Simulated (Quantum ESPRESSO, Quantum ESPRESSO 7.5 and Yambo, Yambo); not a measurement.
## Quasiparticle gap of Diamond (Fd-3m, 2 atoms a cell) in Yambo

How does a plane-wave GW calculation on Diamond (Fd-3m, 2 atoms a cell) run from the first input to the gap?

Calculated with Quantum ESPRESSO 7.5 and Yambo 5.3.0; PBE and many-body steps on it, plane waves.

**Experimental background.**

- Gap 5.5 eV: band gap, experimental literature value; bulk crystal (quoted in “Fermi level pinning by defects can explain the large reported carbon 1s binding energy variations in diamond”, 2019, arxiv:1902.02958).

- Gap 5.47 eV: experimental band gap used as input; bulk crystal (quoted in “Enhanced Electron Emission Performance and Air‐Surface Stability in ScO‐Terminated Diamond for Thermionic Energy Converters”, 2024, pmc:11600692).

Report form: the programs' logs are mostly left out.

## (1) Starting point

The structure is cubic, space group Fd-3m (No. 227). The conventional cell has a = 3.567 Å, b = 3.567 Å, c = 3.567 Å, α = 90.00°, β = 90.00°, γ = 90.00°. C has 4 C at 1.54 Å nearest.

The cell and positions come from the Crystallography Open Database and are kept as given unless a step says otherwise.

## (2) Ground state

This step: Quantum ESPRESSO 7.5; DFT, PBE, plane waves, norm-conserving pseudopotentials.

The ground-state density comes first.

The input, pw.in:

```
&control
  calculation = 'scf'
  prefix = 'x'
  outdir = 'o'
  pseudo_dir = 'pseudo'
/
&system
  ibrav = 0
  nat = 2
  ntyp = 1
  ecutwfc = 74.0
  nbnd = 9
  force_symmorphic = .true.
/
&electrons
  conv_thr = 1e-10
  electron_maxstep = 80
  mixing_beta = 0.5
/
ATOMIC_SPECIES
  C 12.011 C.upf
CELL_PARAMETERS angstrom
  -0.0000000000 1.7833700000 1.7833700000
  1.7833700000 0.0000000000 1.7833700000
  1.7833700000 1.7833700000 0.0000000000
ATOMIC_POSITIONS crystal
  C 0.0000000000 0.0000000000 0.0000000000
  C 0.2500000000 0.2500000000 0.2500000000
K_POINTS automatic
  10 10 10 0 0 0
```

Started as:

```sh
OMP_NUM_THREADS=1 mpirun -n 8 pw.x -nk 8 -in pw.in > pw.out
```

Elapsed: 2.4 s, on 8 MPI ranks of Intel Xeon 6975P-C (Granite Rapids), shared host; peak memory 0.4 GiB; 14 s of CPU time.

Numbers from this step:

```
total energy               : -327.5613 eV
gap                        : 4.229 eV
k of the valence top       : 0, 0, 0
k of the conduction bottom : 0, 0.4, 0.4
least direct gap           : 5.626 eV
```

The gap is indirect, with the least direct gap 1.40 eV higher.

## (3) Bands along the symmetry lines

Levels along a band path, at the cheap level, show where the edges lie and whether the meshes to come will hold them.

The input, pw.in:

```
&control
  calculation = 'bands'
  prefix = 'x'
  outdir = 'o'
  pseudo_dir = 'pseudo'
/
&system
  ibrav = 0
  nat = 2
  ntyp = 1
  ecutwfc = 74.0
  nbnd = 10
  force_symmorphic = .true.
/
&electrons
  conv_thr = 1e-9
  electron_maxstep = 80
  diago_full_acc = .true.
  diago_thr_init = 5e-6
/
ATOMIC_SPECIES
  C 12.011 C.upf
CELL_PARAMETERS angstrom
  -0.0000000000 1.7833700000 1.7833700000
  1.7833700000 0.0000000000 1.7833700000
  1.7833700000 1.7833700000 0.0000000000
ATOMIC_POSITIONS crystal
  C 0.0000000000 0.0000000000 0.0000000000
  C 0.2500000000 0.2500000000 0.2500000000
K_POINTS crystal
  50
  0.00000000 0.00000000 0.00000000 1
  0.06250000 0.00000000 0.06250000 1
  0.12500000 0.00000000 0.12500000 1
  0.18750000 0.00000000 0.18750000 1
  0.25000000 0.00000000 0.25000000 1
  0.31250000 0.00000000 0.31250000 1
  0.37500000 0.00000000 0.37500000 1
  0.43750000 0.00000000 0.43750000 1
  0.50000000 0.00000000 0.50000000 1
  0.51562500 0.03125000 0.51562500 1
  0.53125000 0.06250000 0.53125000 1
  0.54687500 0.09375000 0.54687500 1
  0.56250000 0.12500000 0.56250000 1
  0.57812500 0.15625000 0.57812500 1
  0.59375000 0.18750000 0.59375000 1
  0.60937500 0.21875000 0.60937500 1
  0.62500000 0.25000000 0.62500000 1
  0.37500000 0.37500000 0.75000000 1
  0.32812500 0.32812500 0.65625000 1
  0.28125000 0.28125000 0.56250000 1
  0.23437500 0.23437500 0.46875000 1
  0.18750000 0.18750000 0.37500000 1
  0.14062500 0.14062500 0.28125000 1
  0.09375000 0.09375000 0.18750000 1
  0.04687500 0.04687500 0.09375000 1
  0.00000000 0.00000000 0.00000000 1
  0.06250000 0.06250000 0.06250000 1
  0.12500000 0.12500000 0.12500000 1
  0.18750000 0.18750000 0.18750000 1
  0.25000000 0.25000000 0.25000000 1
  0.31250000 0.31250000 0.31250000 1
  0.37500000 0.37500000 0.37500000 1
  0.43750000 0.43750000 0.43750000 1
  0.50000000 0.50000000 0.50000000 1
  0.50000000 0.46875000 0.53125000 1
  0.50000000 0.43750000 0.56250000 1
  0.50000000 0.40625000 0.59375000 1
  0.50000000 0.37500000 0.62500000 1
  0.50000000 0.34375000 0.65625000 1
  0.50000000 0.31250000 0.68750000 1
  0.50000000 0.28125000 0.71875000 1
  0.50000000 0.25000000 0.75000000 1
  0.50000000 0.21875000 0.71875000 1
  0.50000000 0.18750000 0.68750000 1
  0.50000000 0.15625000 0.65625000 1
  0.50000000 0.12500000 0.62500000 1
  0.50000000 0.09375000 0.59375000 1
  0.50000000 0.06250000 0.56250000 1
  0.50000000 0.03125000 0.53125000 1
  0.50000000 0.00000000 0.50000000 1
```

It took 1.6 s on 8 MPI ranks; peak memory 0.05 GiB; 8.1 s of CPU time.

This step gave:

```
gap                        : 4.190 eV
k of the valence top       : 0, 0, 0
k of the conduction bottom : 0.375, 0, 0.375
least direct gap           : 5.626 eV
```

The gap is 4.190 eV, −0.039 eV from the run before at this level.

Electronic bands along the path, in eV, zero at the top of the highest filled band; v1 is the highest filled band, c1 the lowest empty one:

```tsv
point	v4	v3	v2	v1	c1	c2	c3	c4
Γ	-21.49	0.00	0.00	0.00	5.63	5.63	5.63	13.33
halfway	-19.21	-4.52	-4.13	-4.13	4.49	10.32	11.62	11.62
X	-12.78	-12.78	-6.32	-6.32	4.83	4.83	16.82	16.82
halfway	-12.69	-12.52	-7.58	-6.08	5.06	6.73	16.13	16.47
U	-12.99	-11.74	-9.33	-5.38	5.74	10.80	14.39	15.64
jump to K	-12.99	-11.74	-9.33	-5.38	5.74	10.80	14.39	15.64
halfway	-18.93	-6.52	-5.57	-1.75	8.19	8.69	10.10	13.68
Γ	-21.49	0.00	0.00	0.00	5.63	5.63	5.63	13.33
halfway	-19.77	-6.60	-1.75	-1.75	7.83	7.83	8.19	14.64
L	-15.71	-13.39	-2.81	-2.81	8.52	8.52	8.89	15.71
halfway	-14.70	-12.38	-6.32	-4.70	8.36	9.50	13.08	14.89
W	-11.99	-11.99	-8.33	-8.33	10.68	10.68	12.35	12.35
halfway	-12.44	-12.44	-7.33	-7.33	6.93	6.93	15.58	15.58
X	-12.78	-12.78	-6.32	-6.32	4.83	4.83	16.82	16.82
```

## (4) Empty states on the mesh, 10×10×10 mesh, 137 bands

The sums over transitions need many empty states on a uniform mesh; this step solves for them.

The input, pw.in:

```
&control
  calculation = 'nscf'
  prefix = 'x'
  outdir = 'o'
  pseudo_dir = 'pseudo'
/
&system
  ibrav = 0
  nat = 2
  ntyp = 1
  ecutwfc = 74.0
  nbnd = 137
  force_symmorphic = .true.
/
&electrons
  conv_thr = 1e-9
  electron_maxstep = 80
  diago_full_acc = .true.
  diago_thr_init = 5e-6
/
ATOMIC_SPECIES
  C 12.011 C.upf
CELL_PARAMETERS angstrom
  -0.0000000000 1.7833700000 1.7833700000
  1.7833700000 0.0000000000 1.7833700000
  1.7833700000 1.7833700000 0.0000000000
ATOMIC_POSITIONS crystal
  C 0.0000000000 0.0000000000 0.0000000000
  C 0.2500000000 0.2500000000 0.2500000000
K_POINTS automatic
  10 10 10 0 0 0
```

Started as:

```sh
OMP_NUM_THREADS=1 mpirun -n 8 pw.x -nk 4 -in pw.in > pw.out
```

Elapsed: 9.3 s, on 8 MPI ranks; peak memory 0.45 GiB; 67 s of CPU time.

This step gave:

```yaml
gap: 4.229 eV
k_of_the_valence_top: 0, 0, 0
k_of_the_conduction_bottom: 0, 0.4, 0.4
least_direct_gap: 5.626 eV
k_points_computed: 47
lowest_point_of_the_top_converged_band_above_the_valence_top: 268.4129 eV
```

On this mesh the gap is 4.229 eV.

## (5) Conversion and set-up

This step: Yambo 5.3.0; conversion and set-up on PBE, plane waves, norm-conserving pseudopotentials.

The states are converted to the many-body program's format and the q mesh is built.

Started as:

```sh
(cd o/x.save; p2y > p2y.log; mv SAVE ../..); yambo > setup.log
```

The job ended after 2.4 s (1 MPI rank; peak memory 0.24 GiB).

## (6) Screening and self-energy, 10×10×10 mesh, 137 bands, screening to 353.7 eV

Now the one-shot GW correction: screening in the RPA, then the self-energy of the levels asked for.

This step: G0W0 on PBE, plane waves, norm-conserving pseudopotentials.

The input, gw3.in:

```
HF_and_locXC
gw0
dyson
ppa
em1d
rim_cut
RandQpts= 1000000
RandGvec= 1 RL
EXXRLvcs= 74 Ry
VXCRLvcs= 296 Ry
Chimod= "HARTREE"
% BndsRnXp
 1 | 137 |
%
NGsBlkXp= 26 Ry
% LongDrXp
 1 | 1 | 1 |
%
% GbndRnge
 1 | 137 |
%
DysSolver= "n"
ExtendOut
PPAPntXp= 27.21138 eV
% QPkrange
 1 | 1 | 3 | 6 |
 28 | 28 | 3 | 6 |
%
```

Started as:

```sh
OMP_NUM_THREADS=1 mpirun -n 8 yambo -F gw3.in -J gw3 -C gw3 > gw3.log
```

Elapsed: 9.7 min, on 8 MPI ranks; peak memory 3.5 GiB; 68 min of CPU time.

This step gave:

| Quantity | Value |
| --- | --- |
| G0W0 gap on the points computed | 5.524 eV |
| starting gap on the mesh | 4.229 eV |
| k of the valence top | 0, 0, 0 |
| k of the conduction bottom | 0, 0.4, 0.4 |
| least direct G0W0 gap on the computed points | 7.405 eV |
| Z at the valence top | 0.8300 |
| Z at the conduction bottom | 0.8411 |

The gap on the mesh goes from 4.23 eV to 5.52 eV, a correction of +1.29 eV.

Limits: finite bands, cutoff and mesh. v1 is the top filled band, c1 the lowest empty one. The levels before and after the correction (eV, zero at the valence-band top of each column):

```tsv
	conduction bottom	valence top
Kohn-Sham	4.23	0.00
G0W0	5.52	0.00
```

```tsv
	level	energy (eV)
Kohn-Sham	Γ v2-v1	0.000
Kohn-Sham	Γ c1-c2	5.626
Kohn-Sham	(0 0.4 0.4) v2-v1	-5.955
Kohn-Sham	(0 0.4 0.4) c1	4.229
Kohn-Sham	(0 0.4 0.4) c2	6.283
G0W0	Γ v2-v1	0.000
G0W0	Γ c1-c2	7.405
G0W0	(0 0.4 0.4) v2-v1	-6.314
G0W0	(0 0.4 0.4) c1	5.524
G0W0	(0 0.4 0.4) c2	7.571
```

## (7) Where the time went

Times are wall times on the hardware named with each run, good to a factor of about two.

```tsv
step	time	share	memory (GiB)
ground state	2.4 s	0 %	0.4
bands along the symmetry lines	1.6 s	0 %	0.05
empty states on the mesh	9.3 s	2 %	0.45
conversion and set-up	2.4 s	0 %	0.24
screening and self-energy	9.7 min	97 %	3.5
```

## (8) Summary of results

```json
{
  "PBE gap": "4.19 eV, indirect",
  "G0W0 gap on the mesh": "5.52 eV",
  "G0W0 gap over the zone (rigid shift)": "5.49 eV",
  "GW settings": "10×10×10 mesh, 137 bands, screening to 353.7 eV, Godby-Needs plasmon pole",
  "known limits": "not at the basis limit"
}
```

What this shows: G0W0 moves the gap on the mesh from 4.23 eV to 5.52 eV (+1.29 eV), with Z of 0.83 and 0.84 at the edges. The mesh misses the band edges by 0.04 eV in all; a rigid shift gives 5.49 eV for the zone. Only 2 of the mesh's irreducible points were corrected, so a valley elsewhere could overtake. The dearest step here is «screening and self-energy». Against experiment, by G0W0@PBE: the gap of 5.49 eV lies −0.01 eV from the measured 5.5 eV (kind not stated, quoted 2019); the gap of 5.49 eV lies +0.02 eV from the measured 5.47 eV (kind not stated, quoted 2024). The calculation has static nuclei and no excitons; a measured gap holds zero-point and thermal motion, which mostly lowers it. Bands and cutoff are finite, so the gap is not at the basis limit. The miss can reach some tenths of an eV and take either sign; the mesh is an error of its own. In the G0W0 run levels were corrected at 2 k points alone, so a gap called «on the mesh» is the least over those, and an edge elsewhere would be missed.

[Paths, hosts, dates, memory and timing lines, banners, echoed tables and standing remarks are left out of the program output.]

[Logs are printed without paths, hosts, clocks, repeated set-up lines and the standing remarks that a program may print on its own settings, such as how far it seeks lower states.]

[Runs of the session that timed out or met a known fault of the program may be left out.]

[Hosts, paths, dates, database ids (printed as entryN), source tags and the programs' standing remarks are cut or masked in the printed files.]
